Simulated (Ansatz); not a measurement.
**Antimonene monolayer in a perpendicular field**

Aim: how the antimonene monolayer screens a field along its normal, and what the field does to its bands. A positive field points along +c.

Main program and level: Ansatz 0.2.0; plane-wave DFT, PBE-D3(BJ), Ansatz PAW.

This is a report of a sequence of runs, with the program logs left out and the cost of each run kept.

### Step 1. Set-up

The cell holds 2 atoms: 2 Sb. Its edges and angles: a = 4.120 Å, b = 4.120 Å, c = 34.250 Å, α = 90.0°, β = 90.0°, γ = 120.0°. Vacuum lies along c.

### Step 2. Relaxation

The starting cell is a guess, so the in-plane lattice and the atoms are relaxed first, with the slab cut off from its images along the normal.

input.yaml

```yaml
crystal:
  lattice:
    - [4.12, 0.0, 0.0]
    - [-2.06, 3.5680246636, 0.0]
    - [0.0, 0.0, 34.249999999]
  atoms:
    - { symbol: Sb, position: [0.6666666667, 0.3333333333, 0.4759124088] }
    - { symbol: Sb, position: [0.3333333333, 0.6666666667, 0.5240875912] }
  periodic: [true, true, false]
kpoints:
  mp_grid: { grid: [12, 12, 1] }
hamiltonian:
  xc: pbe
  dispersion: d3bj
scf:
  occupations: { method: fermi_dirac, width: 0.05 }
  convergence: { dr2_threshold: 1.0e-09 }
relax:
  f_tol: 0.004
  max_steps: 90
  cell: {}
output:
  write_potential: true
  write_density: true
  volumetric_format: npy
```

Command:

```sh
> ansatz run input.yaml --threads 2 --pin off --max-ram 3072MiB --backend cpu --events-out ev --progress --plain --runs-dir out
```

Elapsed: 48 s, on 2 threads of Intel Xeon at 2.70GHz, shared host; peak memory 0.71 GiB.

Relaxation path:

| step | energy less that of the first step (eV) | largest force component (eV/Å) | volume (Å³) |
| --- | --- | --- | --- |
| 1 | 0.0000 | 0.1606 | 503.48 |
| 2 | -0.0011 | 0.2883 | 497.96 |
| 3 | -0.0071 | 0.0288 | 494.70 |
| 4 | -0.0078 | 0.0088 | 491.43 |
| 5 | -0.0078 | 0.0008 | 490.64 |
| 6* | -0.0075 | 0.0007 | 490.64 |

Relaxation steps marked * repeat the geometry before them on a plane-wave basis chosen anew for their cell, so energy and pressure can jump there.

Forces are held to the 12 operations that the program found; a distortion that breaks them can't arise in this run.

| cell as run | before | after | change |
| --- | --- | --- | --- |
| a (Å) | 4.120 | 4.067 | -1.3 % |
| b (Å) | 4.120 | 4.067 | -1.3 % |

Final coordinates:

```
Sb
1.0
     4.06712    0.00000    0.00000
    -2.03356    3.52223    0.00000
     0.00000    0.00000   34.25000
Sb
2
Cartesian
  2.0336 1.1741 16.2995
  0.0000 2.3482 17.9505
```

The lattice constant a goes from 4.120 to 4.067 Å.

### Step 3. Atoms held, field 0, start network

A sawtooth potential applies the field, turning back in the middle of the vacuum. With the dipole correction the typed value is the field outside the slab. The induced dipole is small, so the SCF threshold is tight.

The cell differs from the one that the last finished run ended in (c 34.250 → 19.651 Å).

input.yaml

```yaml
crystal:
  lattice:
    - [4.0671206228, 0.0, 0.0]
    - [-2.0335603114, 3.5222297796, 0.0]
    - [0.0, 0.0, 19.650983786]
  atoms:
    - { symbol: Sb, position: [0.6666666667, 0.3333333333, 0.4579923376] }
    - { symbol: Sb, position: [0.3333333333, 0.6666666667, 0.5420076624] }
kpoints:
  mp_grid: { grid: [12, 12, 1] }
  band_path:
    path: [[0, 0, 0], [0.5, 0, 0], [0.33333333, 0.33333333, 0], [0, 0, 0]]
    npoints: 16
hamiltonian:
  xc: pbe
  dispersion: d3bj
scf:
  occupations: { method: fermi_dirac, width: 0.02585 }
  convergence: { dr2_threshold: 1.0e-10 }
efield:
  axis: 3
  dipole_correction: true
  ramp_position: 0.97
  ramp_width: 0.06
  amplitude: 0
output:
  dos: { projected: true, e_range: [-6, 5] }
  write_potential: true
  write_density: true
  volumetric_format: npy
  elf: true
```

Run time: 15 s. Hardware: 2 threads; peak memory 0.52 GiB.

This step gave:

```
gap on the k-mesh                  : 1.175 eV
dipole along the normal            : -4.90e-7 e·Å
gap along the path                 : 1.161 eV
smallest direct gap along the path : 1.665 eV
ionisation energy, upper face      : 4.693 eV
electron affinity, upper face      : 3.532 eV
gap, the smaller of path and mesh  : 1.161 eV
```

Running mean over a fixed 2.8 Å (it still follows the layers) of the planar mean; the ramp of the sawtooth is left out. The electron's electrostatic potential energy less the Fermi level by z:

z (Å), electron's electrostatic potential energy less the Fermi level (eV) and a bar from the least value:
```
      3.0       4.12 ##############################
      3.5       4.12 ##############################
      4.0       4.12 ##############################
      4.5       4.12 ##############################
      5.0       4.11 ##############################
      5.5       4.09 ##############################
      6.0       4.03 ##############################
      6.5       3.78 #############################
      7.0       2.95 ##########################
      7.5       1.38 #####################
      8.0      -0.42 ################
      8.5      -2.12 ##########
      9.0      -3.76 #####
      9.5      -5.10 #
     10.0      -5.32 
     10.5      -4.23 ###
     11.0      -2.62 #########
     11.5      -0.95 ##############
     12.0       0.84 ####################
     12.5       2.54 #########################
     13.0       3.62 ############################
     13.5       3.98 ##############################
     14.0       4.08 ##############################
     14.5       4.11 ##############################
     15.0       4.12 ##############################
     15.5       4.12 ##############################
     16.0       4.12 ##############################
     16.5       4.12 ##############################
```

The density of states has structure finer than the step of the table below, so its rows give means over 0.2 eV. Peaks (eV: height): -3.77: 11.8, -2.88: 3.08, -2.14: 4.02, -1.31: 6.63, 1.33: 6.11, 2.05: 3.62.

The density of states by energy, zero at the Fermi level of the run, which the smearing sets inside the gap; means over each step:

| energy (eV) | density of states (states/eV a cell) |
| --- | --- |
| -4.4 | 0 |
| -4.2 | 0.333 |
| -4.0 | 0.745 |
| -3.8 | 3.75 |
| -3.6 | 1.86 |
| -3.4 | 0.816 |
| -3.2 | 0.931 |
| -3.0 | 1.76 |
| -2.8 | 1.86 |
| -2.6 | 1.28 |
| -2.4 | 1.58 |
| -2.2 | 2.76 |
| -2.0 | 2.42 |
| -1.8 | 1.89 |
| -1.6 | 1.93 |
| -1.4 | 2.72 |
| -1.2 | 2.70 |
| -1.0 | 0.409 |
| -0.8 | 0.313 |
| -0.6 | 0.113 |
| -0.4 | 0 |
| -0.2 | 0 |
| 0.0 | 0 |
| 0.2 | 0 |
| 0.4 | 0 |
| 0.6 | 0.189 |
| 0.8 | 1.27 |
| 1.0 | 2.10 |
| 1.2 | 2.71 |
| 1.4 | 2.86 |
| 1.6 | 0.636 |
| 1.8 | 0.826 |
| 2.0 | 2.10 |
| 2.2 | 2.91 |
| 2.4 | 2.50 |

Projected DOS per atom over height of the atomic layer and energy from the Fermi level. Layers: Sb Sb from below.

Ten even steps from '0' (0.00 states/eV) to '9' (1.39 states/eV), each cell a mean:
```
88
66
33
99
44
00
00
00
00
66
77
88
77
55
55
44
88
00
00
00
00
00
```
Columns: height of the atomic layer (Å) from 9 to 10.7; rows upwards: energy from the Fermi level (eV) from -5.96 to 2.5.

Electronic bands along the path, in eV, zero at the Fermi level of the run, which the smearing sets inside the gap:

| point | band 12 | band 13 | band 14 | band 15 | band 16 | band 17 | band 18 | band 19 |
| --- | --- | --- | --- | --- | --- | --- | --- | --- |
| Γ | -7.06 | -1.39 | -0.57 | -0.57 | 1.09 | 2.21 | 2.21 | 3.60 |
| halfway | -7.18 | -3.33 | -1.56 | -1.28 | 0.70 | 2.86 | 2.90 | 4.20 |
| M | -8.47 | -3.71 | -2.22 | -2.19 | 1.01 | 1.71 | 2.92 | 4.37 |
| halfway | -8.59 | -3.85 | -2.81 | -2.21 | 1.31 | 2.34 | 2.58 | 4.84 |
| K | -9.16 | -4.26 | -2.53 | -2.53 | 0.75 | 2.92 | 2.92 | 5.96 |
| halfway | -7.30 | -3.36 | -2.51 | -1.25 | 1.52 | 2.11 | 3.19 | 4.54 |
| Γ | -7.06 | -1.39 | -0.57 | -0.57 | 1.09 | 2.21 | 2.21 | 3.60 |

ELF in the ca plane at fractional y = 0.333, with atoms of Sb within 0.2 Å of it. It is the smooth field of the valence electrons, not physical close to the nuclei.

Values, 6 rows by 16 columns, each cell a mean:
```
0.00 0.00 0.00 0.00 0.00 0.02 0.22 0.67 0.54 0.37 0.48 0.29 0.11 0.01 0.00 0.00
0.00 0.00 0.00 0.00 0.00 0.05 0.43 0.81 0.30 0.10 0.31 0.08 0.01 0.00 0.00 0.00
0.00 0.00 0.00 0.00 0.00 0.04 0.39 0.80 0.36 0.16 0.35 0.11 0.02 0.00 0.00 0.00
0.00 0.00 0.00 0.00 0.00 0.01 0.14 0.54 0.56 0.45 0.51 0.39 0.19 0.03 0.00 0.00
0.00 0.00 0.00 0.00 0.00 0.00 0.01 0.06 0.17 0.35 0.44 0.60 0.49 0.09 0.01 0.00
0.00 0.00 0.00 0.00 0.00 0.00 0.02 0.14 0.30 0.42 0.47 0.58 0.43 0.08 0.00 0.00
```
Columns run along c (16.0 Å, from fractional 0.00 to 0.81 of the cell), rows up along a (4.1 Å). Atoms in or near the plane, at fractional coordinates: Sb at (0.46, 0.67).

Valence density in the ca plane at fractional y = 0.333, with atoms of Sb within 0.2 Å of it. It is the smooth field of the valence electrons, not physical close to the nuclei.

Ten steps, logarithmic in the rise over the least value, from '0' (0 e/Å³) to '9' (18 e/Å³), each cell a mean:
```
00000000000000000000001122221110000000000000
00000000000000000000012355421100000000000000
00000000000000000000012588631100000000000000
00000000000000000000013699742100000000000000
00000000000000000000012578631100000000000000
00000000000000000000012344321100000000000000
00000000000000000000001122211110000000000000
00000000000000000000000011111111000000000000
00000000000000000000000000111111000000000000
00000000000000000000000000111111000000000000
00000000000000000000000011111111000000000000
```
Columns run along c (16.0 Å, from fractional 0.00 to 0.81 of the cell), rows up along a (4.1 Å). Atoms in or near the plane, at fractional coordinates: Sb at (0.46, 0.67).

Electrostatic potential energy in the ca plane at fractional y = 0.333, with atoms of Sb within 0.2 Å of it. With pseudopotentials it is smooth inside the atoms' cores, unlike the true potential.

Values in eV, 6 rows by 16 columns, each cell a mean:
```
  3   3   3   3   3   3   3   2 -10 -16  -2   1   3   3   3   3
  3   3   3   3   3   3   3   1 -22 -26  -6   2   3   3   3   3
  3   3   3   3   3   3   3   1 -20 -25  -5   2   3   3   3   3
  3   3   3   3   3   3   3   2  -6 -10  -2   0   3   3   3   3
  3   3   3   3   3   3   3   3   1   0  -5  -2   2   3   3   3
  3   3   3   3   3   3   3   3   1  -1  -4  -2   2   3   3   3
```
Columns run along c (16.0 Å, from fractional 0.00 to 0.81 of the cell; values clipped at the 3rd and 97th percentile), rows up along a (4.1 Å). Atoms in or near the plane, at fractional coordinates: Sb at (0.46, 0.67).

The gap is 1.16 eV, with the valence edge 4.69 eV and the conduction edge 3.53 eV under the upper vacuum level. Spin-orbit coupling, left out in this run, matters for the bands of elements this heavy.

### Step 4. Atoms held, field 0.1 V/Å

Changes to input.yaml since step 3:

```diff
@@ -22,7 +22,6 @@
   dipole_correction: true
-  ramp_position: 0.97
-  ramp_width: 0.06
-  amplitude: 0
+  ramp_position: 0.9537
+  ramp_width: 0.0926
+  amplitude: 0.1
 output:
-  dos: { projected: true, e_range: [-6, 5] }
   write_potential: true
@@ -30,2 +29 @@
   volumetric_format: npy
-  elf: true
```

Run time: 14 s. Hardware: 2 threads; peak memory 0.48 GiB; 27 s of CPU time.

The dipole is 0.0360 e·Å, and the gap 1.160 eV.

### Step 5. Atoms held, field -0.1 V/Å

Changes to input.yaml since step 4:

```diff
@@ -24,3 +24,3 @@
   ramp_width: 0.0926
-  amplitude: 0.1
+  amplitude: -0.1
 output:
```

Run time: 13 s. Hardware: 2 threads; peak memory 0.49 GiB; 26 s of CPU time.

The dipole is -0.0360 e·Å, and the gap 1.160 eV.

### Step 6. Response, atoms held

This step: plane-wave DFT, PBE-D3(BJ), Ansatz PAW; response to a field along the normal, atoms held (Ansatz 0.2.0).

The dipoles give the slope, and the difference of two potentials shows where the field is screened.

This step gave:

| Item | Value |
| --- | --- |
| equivalent conductor thickness p/(ε₀AE) | 4.553 Å |
| distance between the outer atoms | 1.651 Å |

The dipole of the cell by applied field:

| applied field (V/Å) | dipole of the cell (e·Å) |
| --- | --- |
| -0.1000 | -0.0360 |
| 0.0000 | -4.9e-7 |
| 0.1000 | 0.0360 |

Local field over the applied field, running mean. From the potentials at -0.1 and 0.1 V/Å; running mean over 2.5 Å. Local field over applied field against z:

| z (Å) | local field over applied field |
| --- | --- |
| 4.5 | 0.995 |
| 5.0 | 0.987 |
| 5.5 | 0.968 |
| 6.0 | 0.925 |
| 6.5 | 0.840 |
| 7.0 | 0.703 |
| 7.5 | 0.535 |
| 8.0 | 0.359 |
| 8.5 | 0.196 |
| 9.0 | 0.0747 |
| 9.5 | 0.0161 |
| 10.0 | 0.00978 |
| 10.5 | 0.0502 |
| 11.0 | 0.154 |
| 11.5 | 0.307 |
| 12.0 | 0.482 |
| 12.5 | 0.654 |
| 13.0 | 0.803 |
| 13.5 | 0.905 |
| 14.0 | 0.958 |
| 14.5 | 0.983 |
| 15.0 | 0.993 |
| 15.5 | 0.997 |

Electrons, planar mean, per unit field. Induced electron density against z:

| z (Å) | induced electron density (e/Å³ per V/Å) |
| --- | --- |
| 4.08 | 9.7e-6 |
| 4.51 | 2.4e-5 |
| 4.80 | 4.2e-5 |
| 5.24 | 9.7e-5 |
| 5.68 | 2.2e-4 |
| 6.11 | 4.6e-4 |
| 6.40 | 7.5e-4 |
| 6.84 | 0.00146 |
| 7.28 | 0.00249 |
| 7.71 | 0.00322 |
| 8.01 | 0.00284 |
| 8.44 | 0.00120 |
| 8.88 | 0.00104 |
| 9.17 | 7.5e-4 |
| 9.61 | 2.9e-4 |
| 10.04 | -2.9e-4 |
| 10.48 | -7.5e-4 |
| 10.77 | -0.00104 |
| 11.21 | -0.00120 |
| 11.64 | -0.00284 |
| 11.94 | -0.00322 |
| 12.37 | -0.00249 |
| 12.81 | -0.00146 |
| 13.25 | -7.5e-4 |
| 13.54 | -4.6e-4 |
| 13.97 | -2.2e-4 |
| 14.41 | -9.7e-5 |
| 14.85 | -4.2e-5 |
| 15.14 | -2.4e-5 |
| 15.58 | -9.7e-6 |

The smaller of the gaps on the path and on the k-mesh, counted as 0 under 0.03 eV. The gap stays at 1.16 eV for applied field from -0.1 to 0.1 V/Å.

By hand: between -0.1 and 0.1 V/Å the dipole changes by 0.07209 e·Å, a slope of 0.3605 e·Å²/V. A perfect conductor of thickness t has p = ε₀AEt, so t = 180.95 × 0.3605 / 14.325 = 4.55 Å (e/ε₀ = 180.95 V·Å, A in Å²).

The induced dipole is that of a conductor 4.55 Å thick.

### Step 7. What came out

```json
{
 "gap without field": "1.16 eV",
 "ionisation energy, upper face": "4.69 eV",
 "electron affinity, upper face": "3.53 eV",
 "equivalent conductor thickness, atoms held": "4.55 Å"
}
```

**Reading.** The induced dipole equals that of a perfect conductor 4.55 Å thick, while the outer atoms lie 1.65 Å apart; an out-of-plane ε follows only once a thickness t is chosen, by 1 − 1/ε = 4.55 Å / t. The gap stays within 0.01 eV of 1.16 eV over the fields run, up to 0.1 V/Å in size. Semilocal functionals give gaps that are too small, and excitons are not included. Spin-orbit coupling is left out, which matters for the bands of elements this heavy.

[Long decimals in the printed logs are rounded to 6 places.]

[Logs are printed without paths, hosts, clocks, repeated set-up lines and the standing remarks that a program may print on its own settings, such as how far it seeks lower states.]

[Hosts, paths, dates, database ids (printed as entryN), source tags and the programs' standing remarks are cut or masked in the printed files.]

[Maps of the electrostatic potential energy from Ansatz leave out the sawtooth potential of an applied field or a dipole correction, so their vacuum need not be flat; planar profiles and work functions include it.]

[The density of states shown here was stored with 400 of the rows of the run's finer table, so its peaks can read low, often by over a quarter, or be missed, and its means over a window can be off by a tenth or more.]
